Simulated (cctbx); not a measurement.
# Which space group?

Cell: a = 4.5120 Å, b = 5.8160 Å, c = 8.5550 Å, α = 90.00°, β = 90.00°, γ = 90.00°. Expected content of the cell: Pt4 Ag2 Ca4.

The data are simulated with cctbx, not measured: Mo Kα, λ = 0.71073 Å, to d = 0.8 Å, 95 % of the full sphere, strongest reflection 40000 counts, noise from counting, a 2 % proportional error and a noise floor of 4 counts (s.d.); no absorption, some extinction.

A first pass over the reflections prints:

```text
1722 reflections to d = 0.800 A
centring   violations  <I/sigma> of those
    A        419 of   843     17.7
    B        417 of   864     13.8
    C        416 of   857     16.9
    I          0 of   863      0.0
    R        555 of  1140     17.0
    F        626 of  1282     16.1
Laue class    unique    Rint  (classes that these axes allow; Friedel mates merged)
I 1 2/m 1         253   0.015
I 1 1 2/m         248   0.015
I 2/m 1 1         261   0.016
I m m m           152   0.017
space group    extra absences  I>4sigma  <I/sigma>
I 2 2 2                 0          0         -  acentric
I 21 21 21              0          0         -  acentric
I m m 2                 0          0         -  acentric
I 2 m m                 0          0         -  acentric
I m 2 m                 0          0         -  acentric
I m m m                 0          0         -  centric
Wilson B = 0.39 A^2   <|E^2-1|> = 0.660 (0.968 centric, 0.736 acentric)   E^2>4: 0.0 %
shell (A)         n   <I/sigma>
 4.81 - 1.59     26     72.3
 1.59 - 1.27     19     82.0
 1.27 - 1.11     18     72.1
 1.11 - 1.01     20     79.3
 1.01 - 0.94     15     80.6
 0.94 - 0.88     22     76.6
 0.88 - 0.84     14     77.2
 0.84 - 0.80     18     68.4
```

Q: Read the symmetry from these tables.

The reflections that I centring forbids are absent (⟨I/σ⟩ near 0), so the lattice is I.

Rint stays low (0.015 to 0.017) up to I m m m, the highest class in these axes.

6 settings pass the absence test. No glide or screw absences show, which leaves I 2 2 2, I 21 21 21, I m m 2, I 2 m m, I m 2 m and I m m m.

⟨|E²−1|⟩ = 0.660 leans to a non-centrosymmetric structure, or to twinning, which lowers it. Here that hint misleads: the statistic assumes many like atoms on general positions, and few, heavy or special-position atoms break it. The Wilson B of 0.39 Å² means U ≈ 0.0049 Å².

The true group is Immm (no. 71), Laue class mmm, centrosymmetric. The tables only narrow the choice to the tied entries; cell content, site symmetry and trial solutions must settle it.

This is a model crystal, built by substitution and not relaxed, with assumed displacement parameters.

[Logs are printed without paths, hosts, clocks, repeated set-up lines and the standing remarks that a program may print on its own settings, such as how far it seeks lower states.]
